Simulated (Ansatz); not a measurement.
# B2Pd (built on the sites of a database entry of Ga2Pt): relaxing the cell for a phonon run

Task: relax B2Pd (built on the sites of a database entry of Ga2Pt) tightly.

Main program and level: Ansatz 0.2.0; DFT PBEsol, scalar-relativistic, plane waves, norm-conserving pseudopotentials.

The structure was built from a prototype and need not be the compound's stable phase.

### 1. The starting structure

Symmetry: Fm-3m, No. 225, cubic system. Conventional cell: a = 5.225 Å, b = 5.225 Å, c = 5.225 Å, α = 90.00°, β = 90.00°, γ = 90.00°. Nearest to B lie 4 Pd at 2.26 Å. Nearest to Pd lie 8 B at 2.26 Å. Farther neighbours are not listed.

### 2. A coarse first look

A quick single point on a coarse mesh tells whether the cell has a gap and how far it is from rest, which sets the k mesh and smearing that follow.

The input, input.yaml:

```yaml
crystal:
  lattice:
    - [0.0, 2.61259, 2.61259]
    - [2.61259, 0.0, 2.61259]
    - [2.61259, 2.61259, 0.0]
  atoms:
    - { symbol: B, position: [0.25, 0.25, 0.25] }
    - { symbol: B, position: [0.75, 0.75, 0.75] }
    - { symbol: Pd, position: [0.0, 0.0, 0.0] }
kpoints:
  mp_grid: { grid: [6, 6, 6] }
hamiltonian:
  xc: pbesol
  pseudopotentials: { kind: nc }
scf:
  occupations: { method: gaussian, width: 0.1 }
output:
  forces: true
  stress: true
  eigenvalues: true
```

Command:

```sh
ansatz run input.yaml --threads 4 --pin off --max-ram 7168MiB --backend cpu --events-out ev --progress --plain --runs-dir out
```

Numbers of over 12 decimals in the logs are rounded to 6 here.

Output:

```text
Engine: ansatz 0.2.0, aarch64-unknown-linux-gnu
Pseudopotentials: kind: nc
Pseudopotential: B, nc, valence charge 3, recommended cutoff 1034.032677 eV (normal), B.nc.azcp (PseudoDojo's, or run here from an input of PseudoDojo's: the run reads no file of this project's for it)
[...]
--- Band table (eV; the first three rows and the last of 16) ---
  k-point 0: bands = [... 8 lower, 8.2855, 8.2855, 12.1230, 16.2332, 16.2332, 16.2332, 16.4008, 16.4008]
  k-point 1: bands = [... 8 lower, 8.2093, 8.2093, 12.4861, 14.0680, 15.1347, 15.1347, 16.5327, 16.6088]
  k-point 2: bands = [... 8 lower, 8.2650, 8.2650, 10.2859, 13.5091, 13.5091, 14.2798, 16.4371, 16.6753]
  k-point 15: bands = [... 8 lower, 7.9410, 8.3812, 9.1928, 9.2005, 10.8521, 15.2426, 17.5013, 18.1659]
[key lines of the parts left out:]
SCF converged after 8 iterations
Free energy (F): -3826.994033 eV
Fermi energy:    11.966104 eV
P = ⅓ Tr σ = -21.7162 GPa (-217.162 kbar)
```

Wall time 0.89 s (4 threads of Arm Neoverse V2, shared host); peak memory 0.34 GiB.

This step gave:

- pressure: -21.72 GPa
- volume per atom: 11.89 Å³
- gap on the k-mesh: 0 eV

The coarse mesh shows no gap and a pressure of -21.7 GPa.

### 3. Coarse relaxation

A rough relaxation comes first, because large forces or stress need no tight tolerances yet.

Edit input.yaml of step 2 so:

```diff
@@ -20 +20,6 @@
   eigenvalues: true
+relax:
+  adjacent_minimum: "off"
+  f_tol: 0.05
+  max_steps: 80
+  cell: { stress_tol: 0.5 }
```

Output:

```text
[...]
Crystal: 3 atoms, lattice volume = 35.665 Å³
Basis set: ecut = 1115.666836 eV, 2975 PW (Γ), exchange–correlation on 90×90×90 points (8 copies of the dense FFT grid, shifted against one another)
Bands: 16, of which v1, the nominal top of the filled ones, is band 12 counted from 1 (11 counted from 0)
Symmetry: 48 space group operations
[...]
k-points: 16 of 216
[...]
F+E_penalty+E_count = -3827.32526255 eV   max|allowed force component| = 1.172e-16 eV/Å   (the final SCF, on the basis selected at the relaxed cell)
  cell:  # Å, volume = 31.3766 Å³
    - [0, 2.503371, 2.503371]
    - [2.503371, 0, 2.503371]
    - [2.503371, 2.503371, 0]
  atoms:
    - { symbol: B, position: [0.25, 0.25, 0.25] }
    - { symbol: B, position: [0.750000, 0.750000, 0.750000] }
    - { symbol: Pd, position: [0, 0, 0] }
[key lines of the parts left out:]
SCF converged after 4 iterations
Free energy (F): -3827.325263 eV
Fermi energy:    14.238794 eV
P = ⅓ Tr σ = -0.4029 GPa (-4.029 kbar)
```

The job ended after 2.3 s (4 threads; peak memory 0.36 GiB; 8.2 s of CPU time).

Step by step:

```csv
step,energy less that of the first step (eV),largest force component (eV/Å),pressure (GPa),volume (Å³)
1,0.0000,0.0000,-21.72,35.67
2,-0.3303,0.0000,1.68,31.09
3,-0.3314,0.0000,-0.40,31.38
4*,-0.3312,0.0000,-0.40,31.38
```

Relaxation steps marked * repeat the geometry before them on a plane-wave basis chosen anew for their cell, so energy and pressure can jump there.

Forces are held to the 48 operations that the run works with; a distortion that breaks them can't arise in this run.

```
conventional cell, symmetrised  before  after   change
                         a (Å)   5.225  5.007   -4.2 %
                         b (Å)   5.225  5.007   -4.2 %
                         c (Å)   5.225  5.007   -4.2 %
              volume (Å³/atom)   11.89  10.46  -12.0 %
```

The relaxed structure:

```xyz
3
Lattice="0.0000 2.5034 2.5034 2.5034 0.0000 2.5034 2.5034 2.5034 0.0000" Properties=species:S:1:pos:R:3 pbc="T T T"
B     1.2517    1.2517    1.2517
B     3.7551    3.7551    3.7551
Pd    0.0000    0.0000    0.0000
```

This step gave:

```
pressure        : -0.4029 GPa
volume per atom : 10.46 Å³
```

In this step the volume went from 11.89 to 10.46 Å³/atom.

### 4. Bringing the structure to rest

The cell and atoms are relaxed, since residual forces and stress would shift the frequencies.

The input, input.yaml:

```yaml
crystal:
  lattice:
    - [0.0, 2.503370769, 2.503370769]
    - [2.503370769, 0.0, 2.503370769]
    - [2.503370769, 2.503370769, 0.0]
  atoms:
    - { symbol: B, position: [0.25, 0.25, 0.25] }
    - { symbol: B, position: [0.75, 0.75, 0.75] }
    - { symbol: Pd, position: [0.0, 0.0, 0.0] }
kpoints:
  mp_grid: { grid: [12, 12, 12] }
hamiltonian:
  xc: pbesol
  pseudopotentials: { kind: nc }
scf:
  occupations: { method: gaussian, width: 0.1 }
output:
  forces: true
  stress: true
  eigenvalues: true
  write_density: true
  write_potential: true
  elf: true
  volumetric_format: npy
relax:
  adjacent_minimum: "off"
  f_tol: 0.005
  max_steps: 80
  cell: { stress_tol: 0.05 }
```

Output:

```text
[...]
Crystal: 3 atoms, lattice volume = 31.377 Å³
Basis set: ecut = 1115.666836 eV, 2685 PW (Γ), exchange–correlation on 80×80×80 points (8 copies of the dense FFT grid, shifted against one another)
Bands: 16, of which v1, the nominal top of the filled ones, is band 12 counted from 1 (11 counted from 0)
[... 1 set-up line as in the run before ...]
[...]
k-points: 72 of 1728
[...]
SCF iter   1: F=—  HF=-3833.014123 eV  |F-HF|=—  |Δ(HF+E_count)|=         —  Δρ=2.85e-1  dr2=3.22e1  ethr=3.10e-3  ⟨swp⟩=7.9  Hψ=7201  notcnv=0
[...]
SCF iter   8: F=-3827.330071 eV  HF=-3827.330071 eV  |F-HF|=3.57e-10  |Δ(HF+E_count)|=   1.38e-9  Δρ=1.17e-6  dr2=4.52e-10  ethr=2.65e-11  ⟨swp⟩=8.5  Hψ=8369  notcnv=0
SCF 1 converged in 8 iterations: F = -3827.330071 eV  dr2 = 4.52e-10
relax step   1: F+E_penalty+E_count = -3827.33007115 eV  Δ(F+E_penalty+E_count) = +0.000e0 eV  max|allowed force component| = 1.773e-17 eV/Å  Δτ_max = 0.0000 Å  P = -0.155 GPa  Ω = 31.377 Å³  (8 SCF iters, dr2 threshold 1.00e-7 eV, accepted)
Crystal: 3 atoms, lattice volume = 31.357 Å³
[...]
SCF iter   4: F=-3827.330084 eV  HF=-3827.330084 eV  |F-HF|=5.29e-10  |Δ(HF+E_count)|=   7.09e-8  Δρ=3.94e-6  dr2=2.56e-9  ethr=2.50e-10  ⟨swp⟩=12.1  Hψ=8743  notcnv=0
SCF 2 converged in 4 iterations: F = -3827.330084 eV  dr2 = 2.56e-9
relax step   2: F+E_penalty+E_count = -3827.33008416 eV  Δ(F+E_penalty+E_count) = -1.301e-5 eV  max|allowed force component| = 1.079e-16 eV/Å  Δτ_max = 0.0000 Å  P = -0.017 GPa  Ω = 31.357 Å³  energy of the carried Pulay correction = +2.558e-6 eV  (4 SCF iters, dr2 threshold 6.01e-8 eV, accepted)
[...]
SCF iter   4: F=-3827.330081 eV  HF=-3827.330081 eV  |F-HF|=1.00e-11  |Δ(HF+E_count)|=  1.14e-11  Δρ=4.01e-7  dr2=2.51e-11  ethr=1.00e-12  ⟨swp⟩=10.2  Hψ=9464  notcnv=0
SCF 3 converged in 4 iterations: F = -3827.330081 eV  dr2 = 2.51e-11
relax step   3: F+E_penalty+E_count = -3827.33008073 eV  Δ(F+E_penalty+E_count) = +3.436e-6 eV  max|allowed force component| = 1.018e-16 eV/Å  Δτ_max = 0.0000 Å  P = -0.018 GPa  Ω = 31.357 Å³  stress off target by 1.77e-2 GPa  SCF on the basis re-selected at this cell (its energy is not comparable with the rows above)  (4 SCF iters)
[...]
SCF converged after 4 iterations
Free energy (F): -3827.330081 eV
[...]
Internal energy: -3827.325931 eV  (E = F + TS)
E sigma→0 (E₀):  -3827.328006 eV
Entropy (-TS):   -0.004150 eV (-1.383 meV/atom)
Fermi energy:    14.258092 eV
[...]
--- Stress (GPa, compression-positive) ---
       -0.017669       0.000000       0.000000
        0.000000      -0.017669       0.000000
        0.000000       0.000000      -0.017669
  P = ⅓ Tr σ = -0.0177 GPa (-0.177 kbar)
--- Band table (eV; the first three rows and the last of 72) ---
  k-point 0: bands = [... 8 lower, 10.1114, 10.1114, 15.1555, 18.8921, 18.8921, 18.8921, 19.4113, 19.4113]
  k-point 1: bands = [... 8 lower, 10.0794, 10.0794, 15.3097, 18.1084, 18.5995, 18.5995, 19.3369, 19.4017]
  k-point 2: bands = [... 8 lower, 10.0137, 10.0137, 15.4600, 16.7287, 17.8322, 17.8322, 19.2107, 19.4445]
  k-point 71: bands = [... 8 lower, 9.7646, 10.7834, 10.7834, 11.2353, 13.2891, 19.3001, 19.3001, 20.9316]
--- Relaxed structure (2 steps of the walk, 2 accepted, 1 SCFs on fresh bases) ---
[...]
cell:  # Å, volume = 31.3571 Å³
    - [0, 2.502854, 2.502854]
    - [2.502854, 0, 2.502854]
    - [2.502854, 2.502854, 0]
  atoms:
    - { symbol: B, position: [0.25, 0.25, 0.25] }
    - { symbol: B, position: [0.75, 0.75, 0.75] }
    - { symbol: Pd, position: [0, 0, 0] }
```

It took 6.9 s on 4 threads; peak memory 0.43 GiB; 26 s of CPU time.

Little changed from the start: no atom moved by 0.005 Å and no cell edge by 0.1 %.

Numbers from this step:

| Item | Value |
| --- | --- |
| pressure | -0.01767 GPa |
| volume per atom | 10.45 Å³ |

ELF in the ac plane of a cell with a along [110], b along [-110] and c along [001] of the cube at fractional y = 0.500, with atoms of B and Pd within 0.2 Å of it. It is the smooth field of the valence electrons, not physical close to the nuclei.

Ten even steps from '_' (0.02) to '@' (0.69), each cell a mean:
```
%%**--..______::++##%%**--..______::++##
####++::..__..--**######++::..__..--**##
..==**==::::--****::..==**==::::--****::
__++%%++----==####..__++%%++----==####..
==%%##==****++**@@**==%%##==****++**@@**
%%%%++**@@@@%%++**%%%%%%++**@@@@%%++**%%
##++==%%**--%%**==**##++==%%**--%%**==**
%%**==%%%%##@@++++##%%**==%%%%##@@++++##
##%%**++%%@@**++%%%%##%%**++%%@@**++%%%%
::##%%========**@@--::##%%========**@@--
__==##++--::--****..__==##++--::--****..
==****--....::++**====****--....::++**==
%%##==..____..::++%%%%##==..____..::++%%
##++::________..==**##++::________..==**
```
Columns run along a (7.1 Å), rows up along c (5.0 Å), edges of the conventional cell, whose origin can differ from the input's. Atoms in or near the plane, at fractional coordinates: B at (0.00, 0.75), B at (0.50, 0.75), B at (0.00, 0.25), B at (0.50, 0.25), Pd at (0.25, 0.50), Pd at (0.75, 0.50).

Valence density in the ac plane of a cell with a along [110], b along [-110] and c along [001] of the cube at fractional y = 0.500, with atoms of B and Pd within 0.2 Å of it. It is the smooth field of the valence electrons, not physical close to the nuclei.

Ten steps, logarithmic in the rise over the least value, from '0' (0 e/Å³) to '9' (10 e/Å³), each cell a mean:
```
32100001223210000122
33210011233321001123
33321112333332111233
34333333333433333333
44446654444444665444
33479985333347998533
23589896332358989633
33489996333348999633
33458874333345887433
34334443443433444344
34322223333432222333
33211112333321111233
32110001233211000123
22100001122210000112
```
Columns run along a (7.1 Å), rows up along c (5.0 Å), edges of the conventional cell, whose origin can differ from the input's. Atoms in or near the plane, at fractional coordinates: B at (0.00, 0.75), B at (0.50, 0.75), B at (0.00, 0.25), B at (0.50, 0.25), Pd at (0.25, 0.50), Pd at (0.75, 0.50).

Electrostatic potential energy in the ac plane of a cell with a along [110], b along [-110] and c along [001] of the cube at fractional y = 0.500, with atoms of B and Pd within 0.2 Å of it. With pseudopotentials it is smooth inside the atoms' cores, unlike the true potential.

Ten even steps from '0' (-125 eV) to '9' (18 eV), each cell a mean:
```
99999999999999999999
89999999988999999998
57999999865799999986
47999999854799999985
68998889876899888987
99973258999997325899
99850027999985002799
99960038999996003899
88986578988898657898
57999999865799999986
47999999854799999985
68999999976899999997
99999999999999999999
99999999999999999999
```
Columns run along a (7.1 Å; values clipped at the 3rd and 97th percentile), rows up along c (5.0 Å), edges of the conventional cell, whose origin can differ from the input's. Atoms in or near the plane, at fractional coordinates: B at (0.00, 0.75), B at (0.50, 0.75), B at (0.00, 0.25), B at (0.50, 0.25), Pd at (0.25, 0.50), Pd at (0.75, 0.50).

In this step the volume went from 10.46 to 10.45 Å³/atom.

### 5. Tight relaxation

Phonons need a cell at rest on their own settings, so the relaxation is repeated with tight tolerances on forces and stress, using the mesh and the filling of the phonon run that follows.

The input, input.yaml:

```yaml
crystal:
  lattice:
    - [0.0, 2.5028539427, 2.5028539427]
    - [2.5028539427, 0.0, 2.5028539427]
    - [2.5028539427, 2.5028539427, 0.0]
  atoms:
    - { symbol: B, position: [0.25, 0.25, 0.25] }
    - { symbol: B, position: [0.75, 0.75, 0.75] }
    - { symbol: Pd, position: [0.0, 0.0, 0.0] }
kpoints:
  mp_grid: { grid: [12, 12, 12] }
hamiltonian:
  xc: pbesol
  pseudopotentials: { kind: nc }
scf:
  occupations: { method: methfessel_paxton, width: 0.15 }
output:
  forces: true
  stress: true
  eigenvalues: true
relax:
  adjacent_minimum: "off"
  f_tol: 0.001
  max_steps: 60
  cell: { stress_tol: 0.01 }
```

Output:

```text
[...]
Crystal: 3 atoms, lattice volume = 31.357 Å³
Basis set: ecut = 1115.666836 eV, 2685 PW (Γ), exchange–correlation on 80×80×80 points (8 copies of the dense FFT grid, shifted against one another)
Bands: 16, of which v1, the nominal top of the filled ones, is band 12 counted from 1 (11 counted from 0)
[... 1 set-up line as in the run before ...]
[...]
k-points: 72 of 1728
[...]
k-point 71: bands = [... 8 lower, 9.7665, 10.7853, 10.7853, 11.2374, 13.2913, 19.3030, 19.3030, 20.9342]
--- Relaxed structure (2 steps of the walk, 2 accepted, 1 SCFs on fresh bases) ---
[...]
cell:  # Å, volume = 31.3536 Å³
    - [0, 2.502758, 2.502758]
    - [2.502758, 0, 2.502758]
    - [2.502758, 2.502758, 0]
  atoms:
    - { symbol: B, position: [0.25, 0.25, 0.25] }
    - { symbol: B, position: [0.750000, 0.750000, 0.750000] }
    - { symbol: Pd, position: [0, 0, 0] }
[key lines of the parts left out:]
SCF converged after 5 iterations
Free energy (F): -3827.327530 eV
Fermi energy:    14.257622 eV
P = ⅓ Tr σ = -0.0034 GPa (-0.034 kbar)
```

Wall time 6.1 s (4 threads); peak memory 0.43 GiB.

Little changed from the start: no atom moved by 0.005 Å and no cell edge by 0.1 %.

This step gave:

| Property | Result |
| --- | --- |
| pressure | -0.003389 GPa |

The forces vanish by symmetry and the pressure is -0.003 GPa, within the tolerances set. The cell now holds 10.45 Å³/atom.

### 6. Summary of results

| Property | Result |
| --- | --- |
| space group after relaxation | Fm-3m |
| lattice constant a | 5.006 Å |
| lattice constant b | 5.006 Å |
| lattice constant c | 5.006 Å |
| volume per atom | 10.5 Å³ |

What this shows: The forces vanish by symmetry and the pressure is -0.003 GPa, within the tolerances set. The cell now holds 10.45 Å³/atom. The relaxation keeps the symmetry of its start, so it says nothing on stability against lower symmetry. The starting cell was built on a prototype and not taken from a measurement, so the phase need not exist.

[Logs are printed without paths, hosts, clocks, repeated set-up lines and the standing remarks that a program may print on its own settings, such as how far it seeks lower states.]

[Hosts, paths, dates, database ids (printed as entryN), source tags and the programs' standing remarks are cut or masked in the printed files.]
